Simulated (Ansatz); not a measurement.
# PtC (model cell, started as wurtzite): a soft mode frozen in, part 2 of 3

Wanted: the energy along a soft mode of PtC (model cell, started as wurtzite) and the structure at the end.

Ansatz 0.2.0; DFT LDA, scalar-relativistic, plane waves, PAW.

So far, highest frequency on the path or at a solved wavevector (cm⁻¹): step 2 (the dispersion) 645. Also lowest frequency on the path (cm⁻¹): step 2 -82.1.

The structure was built from a prototype and need not be the compound's stable phase.

**6. Relaxation from the frozen mode**

Starting from the lowest point found, all atoms and the cell are let go, so that strain and other modes of the same symmetry can join in.

The input, input.yaml:

```yaml
crystal:
  lattice:
    - [3.1586945863, 0.0, 0.0]
    - [0.0, 5.471019509, 0.0]
    - [0.0, 0.0, 5.7777226681]
  atoms:
    - { symbol: Pt, position: [0.0, 0.3170256974, -0.0074012991] }
    - { symbol: Pt, position: [0.5, 0.8496409692, 0.0221756477] }
    - { symbol: Pt, position: [0.5, 0.1829743026, 0.4925987009] }
    - { symbol: Pt, position: [0.0, 0.6503590308, 0.5221756477] }
    - { symbol: C, position: [0.0, 0.3393841037, 0.3440689651] }
    - { symbol: C, position: [0.5, 0.8272825629, 0.3911566863] }
    - { symbol: C, position: [0.5, 0.1606158963, 0.8440689651] }
    - { symbol: C, position: [0.0, 0.6727174371, 0.8911566863] }
kpoints:
  mp_grid: { grid: [10, 6, 6] }
hamiltonian:
  xc: lda
scf:
  occupations: { method: methfessel_paxton, width: 0.15 }
output:
  forces: true
  stress: true
  eigenvalues: true
  write_density: true
  write_potential: true
  elf: true
  volumetric_format: npy
relax:
  adjacent_minimum: "off"
  f_tol: 0.002
  max_steps: 120
  cell: { stress_tol: 0.03 }
```

Started as:

```bash
> ansatz run input.yaml --threads 4 --pin off --max-ram 7168MiB --backend cpu --events-out ev --progress --plain --runs-dir out
```

Numbers of over 12 decimals in the logs are rounded to 6 here.

What it wrote:

```text
[...]
Crystal: 8 atoms, lattice volume = 99.846 Å³
Basis set: ecut = 420 eV, 1927 PW (Γ)
Bands: 53, of which v1, the nominal top of the filled ones, is band 44 counted from 1 (43 counted from 0)
Symmetry: 4 space group operations
[...]
k-points: 96 of 360 (time reversal used)
[...]
SCF iter   1: F=—  HF=-49944.366156 eV  |F-HF|=—  |Δ(HF+E_count)|=         —  Δρ=1.20e-2  dr2=1.57e-1  ethr=1.77e-3  ⟨swp⟩=5.7  Hψ=18340  notcnv=0
[...]
SCF iter   7: F=-49944.327520 eV  HF=-49944.327520 eV  |F-HF|=1.57e-8  |Δ(HF+E_count)|=   1.02e-7  S|Δr|=    0.00e0  Δρ=5.57e-6  dr2=4.51e-8  ethr=1.14e-10  ⟨swp⟩=13.1  Hψ=32647  notcnv=0
SCF 1 converged in 7 iterations: F = -49944.327520 eV  dr2 = 4.51e-8
[...]
relax step   1: F+E_penalty+E_count = -49944.32751995 eV  Δ(F+E_penalty+E_count) = +0.000e0 eV  max|allowed force component| = 2.163e-1 eV/Å  Δτ_max = 0.0000 Å  P = -1.211 GPa  Ω = 99.846 Å³  (7 SCF iters, dr2 threshold 1.00e-7 eV, accepted)
Crystal: 8 atoms, lattice volume = 99.426 Å³
Basis set: ecut = 420 eV, 1939 PW (Γ)
[...]
SCF iter   5: F=-49944.342747 eV  HF=-49944.342747 eV  |F-HF|=2.07e-7  |Δ(HF+E_count)|=   7.61e-7  S|Δr|=    0.00e0  Δρ=1.26e-5  dr2=3.39e-7  ethr=9.09e-10  ⟨swp⟩=9.6  Hψ=34923  notcnv=0
SCF 2 converged in 5 iterations: F = -49944.342747 eV  dr2 = 3.39e-7
[...]
relax step   2: F+E_penalty+E_count = -49944.34274719 eV  Δ(F+E_penalty+E_count) = -1.523e-2 eV  max|allowed force component| = 7.215e-2 eV/Å  Δτ_max = 0.0200 Å  P = -0.015 GPa  Ω = 99.426 Å³  energy of the carried Pulay correction = +7.674e-4 eV  (5 SCF iters, dr2 threshold 8.00e-7 eV, accepted)
Crystal: 8 atoms, lattice volume = 99.342 Å³
Basis set: ecut = 420 eV, 1947 PW (Γ)
[...]
SCF iter   5: F=-49944.344737 eV  HF=-49944.344737 eV  |F-HF|=6.57e-8  |Δ(HF+E_count)|=   2.52e-7  S|Δr|=    0.00e0  Δρ=8.88e-6  dr2=1.40e-7  ethr=3.70e-10  ⟨swp⟩=9.1  Hψ=32888  notcnv=0
SCF 3 converged in 5 iterations: F = -49944.344737 eV  dr2 = 1.40e-7
relax step   3: F+E_penalty+E_count = -49944.34473660 eV  Δ(F+E_penalty+E_count) = -1.989e-3 eV  max|allowed force component| = 4.488e-2 eV/Å  Δτ_max = 0.0125 Å  P = +0.095 GPa  Ω = 99.342 Å³  energy of the carried Pulay correction = +9.202e-4 eV  (5 SCF iters, dr2 threshold 3.25e-7 eV, accepted)
[...]
relax step   4: F+E_penalty+E_count = -49944.34549592 eV  Δ(F+E_penalty+E_count) = -7.593e-4 eV  max|allowed force component| = 1.604e-2 eV/Å  Δτ_max = 0.0110 Å  P = +0.048 GPa  Ω = 99.301 Å³  energy of the carried Pulay correction = +9.962e-4 eV  (6 SCF iters, dr2 threshold 1.26e-7 eV, accepted)
[...]
relax step   5: F+E_penalty+E_count = -49944.34557100 eV  Δ(F+E_penalty+E_count) = -7.507e-5 eV  max|allowed force component| = 9.352e-3 eV/Å  Δτ_max = 0.0053 Å  P = -0.029 GPa  Ω = 99.291 Å³  energy of the carried Pulay correction = +1.014e-3 eV  (6 SCF iters, dr2 threshold 1.61e-8 eV, accepted)
[...]
relax step   6: F+E_penalty+E_count = -49944.34559678 eV  Δ(F+E_penalty+E_count) = -2.578e-5 eV  max|allowed force component| = 9.163e-4 eV/Å  Δτ_max = 0.0015 Å  P = -0.005 GPa  Ω = 99.286 Å³  energy of the carried Pulay correction = +1.023e-3 eV  (5 SCF iters, dr2 threshold 5.47e-9 eV, accepted)
[...]
relax step   7: F+E_penalty+E_count = -49944.34481896 eV  Δ(F+E_penalty+E_count) = +7.778e-4 eV  max|allowed force component| = 9.986e-4 eV/Å  Δτ_max = 0.0000 Å  P = -0.013 GPa  Ω = 99.286 Å³  stress off target by 3.04e-2 GPa  SCF on the basis re-selected at this cell (its energy is not comparable with the rows above)  (5 SCF iters)
[...]
relax step   8: F+E_penalty+E_count = -49944.34483579 eV  Δ(F+E_penalty+E_count) = -1.684e-5 eV  max|allowed force component| = 2.583e-4 eV/Å  Δτ_max = 0.0003 Å  P = +0.002 GPa  Ω = 99.279 Å³  energy of the carried Pulay correction = +1.336e-5 eV  (4 SCF iters, dr2 threshold 2.31e-9 eV, accepted)
[...]
SCF iter   4: F=-49944.344822 eV  HF=-49944.344822 eV  |F-HF|=2.18e-11  |Δ(HF+E_count)|=  2.91e-11  S|Δr|=    0.00e0  Δρ=1.56e-7  dr2=2.82e-11  ethr=1.00e-12  ⟨swp⟩=5.8  Hψ=23776  notcnv=0
SCF 9 converged in 4 iterations: F = -49944.344822 eV  dr2 = 2.82e-11
relax step   9: F+E_penalty+E_count = -49944.34482170 eV  Δ(F+E_penalty+E_count) = +1.410e-5 eV  max|allowed force component| = 2.586e-4 eV/Å  Δτ_max = 0.0000 Å  P = +0.002 GPa  Ω = 99.279 Å³  stress off target by 2.91e-3 GPa  SCF on the basis re-selected at this cell (its energy is not comparable with the rows above)  (4 SCF iters)
[...]
SCF converged after 4 iterations
[...]
Free energy (F): -49944.344822 eV
[...]
Internal energy: -49944.346441 eV  (E = F + TS)
E sigma→0 (E₀):  -49944.345226 eV
Entropy (-TS):   0.001619 eV (0.202 meV/atom)
Fermi energy:    17.075357 eV
[...]
--- Forces (eV/Å), atoms counted from 1 ---
  atom   1  Pt     0.00000000     0.00008261     0.00017555
  atom   2  Pt     0.00000000    -0.00009690     0.00017130
  atom   3  Pt     0.00000000    -0.00008261     0.00017555
  atom   4  Pt     0.00000000     0.00009690     0.00017130
  atom   5  C      0.00000000    -0.00000093    -0.00025882
  atom   6  C      0.00000000     0.00000912    -0.00008906
  atom   7  C      0.00000000     0.00000093    -0.00025882
  atom   8  C      0.00000000    -0.00000912    -0.00008906
  max |Σ_I F_I| component: 2.05e-6 eV/Å
--- Stress (GPa, compression-positive) ---
        0.002521       0.000000      -0.000000
        0.000000       0.002915      -0.000000
       -0.000000      -0.000000       0.000144
  P = ⅓ Tr σ = 0.0019 GPa (0.019 kbar)
--- Band table (eV; the first three rows and the last of 96) ---
  k-point 0: bands = [... 40 lower, 14.5091, 14.8426, 15.3843, 16.0755, 17.1036, 18.7329, 19.8857, 19.9582, ... 5 higher]
  k-point 1: bands = [... 40 lower, 14.7445, 14.7793, 15.3652, 16.3244, 17.3733, 18.5917, 19.7399, 20.0467, ... 5 higher]
  k-point 2: bands = [... 40 lower, 14.7356, 14.9485, 16.2271, 16.9209, 18.0331, 18.1068, 19.1526, 19.5478, ... 5 higher]
  k-point 95: bands = [... 40 lower, 14.9011, 14.9011, 14.9524, 14.9524, 17.3048, 17.3048, 17.6991, 17.6991, ... 5 higher]
--- Relaxed structure (7 steps of the walk, 7 accepted, 2 SCFs on fresh bases) ---
  F+E_penalty+E_count = -49944.34482170 eV   max|allowed force component| = 2.586e-4 eV/Å   (the final SCF, on the basis selected at the relaxed cell)
  cell:  # Å, volume = 99.2785 Å³
    - [3.135477, 0.0, 0.0]
    - [0.0, 5.524248, 0.0]
    - [0.0, 0.0, 5.731634]
  atoms:
    - { symbol: Pt, position: [0, 0.324485, -0.010825] }
    - { symbol: Pt, position: [0.5, 0.854452, 0.024915] }
    - { symbol: Pt, position: [0.5, 0.175515, 0.489175] }
    - { symbol: Pt, position: [0, 0.645548, 0.524915] }
    - { symbol: C, position: [0, 0.339021, 0.343339] }
    - { symbol: C, position: [0.5, 0.822955, 0.392571] }
    - { symbol: C, position: [0.5, 0.160979, 0.843339] }
    - { symbol: C, position: [0, 0.677045, 0.892571] }
```

Run time: 3.3 min. Hardware: 4 threads of Arm Neoverse N1, shared host; peak memory 0.66 GiB; 13 min of CPU time.

Relaxation path:

```tsv
step	energy less that of the first step (eV)	largest force component (eV/Å)	pressure (GPa)	volume (Å³)
1	0.0000	0.2163	-1.21	99.85
2	-0.0152	0.0722	-0.02	99.43
3	-0.0172	0.0449	0.10	99.34
4	-0.0180	0.0160	0.05	99.30
5	-0.0181	0.0094	-0.03	99.29
6	-0.0181	0.0009	-0.01	99.29
7*	-0.0173	0.0010	-0.01	99.29
8	-0.0173	0.0003	0.00	99.28
9*	-0.0173	0.0003	0.00	99.28
```

Relaxation steps marked * repeat the geometry before them on a plane-wave basis chosen anew for their cell, so energy and pressure can jump there.

Forces are held to the 4 operations that the run works with; a distortion that breaks them can't arise in this run.

```tsv
conventional cell, symmetrised	before	after	change
a (Å)	3.159	3.135	-0.7 %
b (Å)	5.471	5.524	+1.0 %
c (Å)	5.778	5.732	-0.8 %
volume (Å³/atom)	12.48	12.41	-0.6 %
```

The atoms that moved most (Å, as changes of fractional coordinates times the final cell):

```tsv
atom	dx	dy	dz	length
Pt1	0.000	0.041	-0.020	0.046
Pt3	0.000	-0.041	-0.020	0.046
Pt4	0.000	-0.027	0.016	0.031
Pt2	0.000	0.027	0.016	0.031
C8	0.000	0.024	0.008	0.025
C6	0.000	-0.024	0.008	0.025
```

The relaxed structure:

```cif
data_structure
_symmetry_space_group_name_H-M 'P 1'
_symmetry_Int_Tables_number 1
_cell_length_a 3.1355
_cell_length_b 5.5242
_cell_length_c 5.7316
_cell_angle_alpha 90.000
_cell_angle_beta 90.000
_cell_angle_gamma 90.000
_cell_volume 99.28
loop_
_atom_site_label
_atom_site_type_symbol
_atom_site_fract_x
_atom_site_fract_y
_atom_site_fract_z
_atom_site_occupancy
Pt1 Pt 0.00000 0.32448 0.98917 1
Pt2 Pt 0.50000 0.85445 0.02492 1
Pt3 Pt 0.50000 0.17552 0.48917 1
Pt4 Pt 0.00000 0.64555 0.52492 1
C5 C 0.00000 0.33902 0.34334 1
C6 C 0.50000 0.82295 0.39257 1
C7 C 0.50000 0.16098 0.84334 1
C8 C 0.00000 0.67705 0.89257 1
```

Numbers from this step:

- pressure: 0.001860 GPa
- volume per atom: 12.41 Å³

Valence density in the bc plane at fractional x = 0.000, with atoms of Pt and C within 0.2 Å of it. It is the smooth field of the valence electrons, not physical close to the nuclei.

Ten even steps from '0' (0 e/Å³) to '9' (11 e/Å³), each cell a mean:
```
000489510111000
000134200111000
000000000110000
000000000000000
000000000110000
000000002552000
000000015994100
000000014884100
000011102331000
000011100000000
000011100000000
000000000000000
000011000000000
000245200000000
000499610000000
```
Columns run along b (5.5 Å), rows up along c (5.7 Å). Atoms in or near the plane, at fractional coordinates: Pt at (0.32, 0.99), Pt at (0.65, 0.52), C at (0.34, 0.34), C at (0.68, 0.89).

Electrostatic potential energy in the bc plane at fractional x = 0.000, with atoms of Pt and C within 0.2 Å of it. With pseudopotentials it is smooth inside the atoms' cores, unlike the true potential.

Ten even steps from '0' (-65 eV) to '9' (21 eV), each cell a mean:
```
997300168425899
998633587203899
999887898646999
999999999889999
999999998668999
999999984225899
999999972002799
999988872003799
999853685336899
999720388788999
999842599999999
999987899999999
999876899999999
998522489999999
997200169888999
```
Columns run along b (5.5 Å; values clipped at the 3rd and 97th percentile), rows up along c (5.7 Å). Atoms in or near the plane, at fractional coordinates: Pt at (0.32, 0.99), Pt at (0.65, 0.52), C at (0.34, 0.34), C at (0.68, 0.89).

ELF in the bc plane at fractional x = 0.000, with atoms of Pt and C within 0.2 Å of it. It is the smooth field of the valence electrons, not physical close to the nuclei.

Ten even steps from '0' (0.02) to '9' (0.73), each cell a mean:
```
124899759848831
023677649516840
012333348989830
001122225788510
000001134553310
111111257875321
122223358998421
123577657998521
014876975776420
015841894343210
004886984221100
012689852000000
122455431001111
233578743343222
223799856888532
```
Columns run along b (5.5 Å), rows up along c (5.7 Å). Atoms in or near the plane, at fractional coordinates: Pt at (0.32, 0.99), Pt at (0.65, 0.52), C at (0.34, 0.34), C at (0.68, 0.89).

The distorted start has space group Pmn2_1; the relaxation ends in Pmn2_1.

**7. The new phase in its own primitive cell**

The relaxed structure is symmetrised, reduced to its primitive cell and relaxed tightly, as its phonons need.

The input, input.yaml:

```yaml
crystal:
  lattice:
    - [3.1354770612, 0.0, 0.0]
    - [0.0, 5.5242482395, 0.0]
    - [0.0, 0.0, 5.7316339805]
  atoms:
    - { symbol: Pt, position: [0.0, 0.07448466, 0.9891749007] }
    - { symbol: Pt, position: [0.5, 0.6044520157, 0.0249152997] }
    - { symbol: Pt, position: [0.5, 0.92551534, 0.4891749007] }
    - { symbol: Pt, position: [0.0, 0.3955479843, 0.5249152997] }
    - { symbol: C, position: [0.0, 0.0890213681, 0.3433390383] }
    - { symbol: C, position: [0.5, 0.5729549109, 0.3925707613] }
    - { symbol: C, position: [0.5, 0.9109786319, 0.8433390383] }
    - { symbol: C, position: [0.0, 0.4270450891, 0.8925707613] }
kpoints:
  mp_grid: { grid: [10, 6, 6] }
hamiltonian:
  xc: lda
scf:
  occupations: { method: methfessel_paxton, width: 0.15 }
output:
  forces: true
  stress: true
  eigenvalues: true
relax:
  adjacent_minimum: "off"
  f_tol: 0.001
  max_steps: 60
  cell: { stress_tol: 0.01 }
```

What it wrote:

```text
[...]
Crystal: 8 atoms, lattice volume = 99.279 Å³
Basis set: ecut = 420 eV, 1939 PW (Γ)
Bands: 53, of which v1, the nominal top of the filled ones, is band 44 counted from 1 (43 counted from 0)
Symmetry: 4 space group operations
[...]
k-points: 96 of 360 (time reversal used)
[...]
atoms:
    - { symbol: Pt, position: [0.0, 0.07448466, 0.989175] }
    - { symbol: Pt, position: [0.5, 0.604452, 0.0249152997] }
    - { symbol: Pt, position: [0.5, 0.925515, 0.489175] }
    - { symbol: Pt, position: [0.0, 0.3955479843, 0.5249152997] }
    - { symbol: C, position: [0.0, 0.089021, 0.343339] }
    - { symbol: C, position: [0.5, 0.5729549109, 0.3925707613] }
    - { symbol: C, position: [0.5, 0.9109786319, 0.8433390383] }
    - { symbol: C, position: [0.0, 0.427045, 0.892571] }
[key lines of the parts left out:]
SCF converged after 6 iterations
Free energy (F): -49944.344822 eV
Fermi energy:    17.075357 eV
P = ⅓ Tr σ = 0.0019 GPa (0.019 kbar)
```

The job ended after 47 s (4 threads; peak memory 0.64 GiB).

Little changed from the start: no atom moved by 0.005 Å and no cell edge by 0.1 %.

This step gave:

| Quantity | Value |
| --- | --- |
| pressure | 0.001870 GPa |

The largest force component left is 0.26 meV/Å and the pressure is 0.002 GPa, within the tolerances set. The cell now holds 12.41 Å³/atom.

(Continued in part 3 of 3.)

[Logs are printed without paths, hosts, clocks, repeated set-up lines and the standing remarks that a program may print on its own settings, such as how far it seeks lower states.]

[Hosts, paths, dates, database ids (printed as entryN), source tags and the programs' standing remarks are cut or masked in the printed files.]
